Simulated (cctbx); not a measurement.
## CuSb2 across an absorption edge

Space group Fm-3m (no. 225), a = 6.5840 Å, b = 6.5840 Å, c = 6.5840 Å, α = 90.00°, β = 90.00°, γ = 90.00°.

```
atom  mult.    x    y    z  Ueq (Å²)
 Sb1      8  1/4  1/4  3/4    0.0039
 Cu1      4    0    0    0    0.0042
```

The model is made up (kin elements in a known structure type, no relaxation), so it says nothing on whether the phase exists.

Calculated with cctbx: free-atom f′ and f″ from the Sasaki tables, no fine structure; amplitudes in electrons.

```
E (eV)  F 4 4 0  F 2 4 4  F 3 1 3  F 2 2 2
  8379    274.4    169.7     63.2    221.3
  8729    271.2    172.5     60.0    224.3
  8859    268.4    175.0     57.1    227.0
  8919    265.8    177.5     54.5    229.7
  8949    263.1    180.2     51.7    232.5
  8964    260.4    182.8     48.9    235.2
  8971    258.0    185.2     46.4    237.7
  8975    255.4    187.7     43.7    240.4
  8983    256.7    186.7     45.3    239.7
  8987    259.8    183.6     48.3    236.5
  8994    262.5    180.9     51.0    233.7
  9009    265.3    178.0     53.9    230.6
  9039    268.2    175.1     56.8    227.6
  9129    271.9    171.2     60.6    223.5
  9379    275.8    166.9     64.8    219.0
```

**Question.** Which edge is crossed, and why do the reflections move as they do?

The K edge of Cu. The edge is at 8979 eV. f′ of Cu falls from -4.0 e at 8859 eV to -7.5 e at 4 eV below it, and f″ steps from 0.48 to 3.90 e across it. Over that approach |F| changes by -5 % (4 4 0), +7 % (2 4 4), -23 % (3 1 3) and +6 % (2 2 2): a reflection falls where Cu scatters in phase with the total and rises where it scatters against it; it hardly moves where the Cu term is small or cancels by symmetry. Above the edge the larger f″ enters the imaginary part, where it can add to or cancel the other atoms' f″. The structure is centrosymmetric, so Friedel mates stay equal.

[Logs are printed without paths, hosts, clocks, repeated set-up lines and the standing remarks that a program may print on its own settings, such as how far it seeks lower states.]
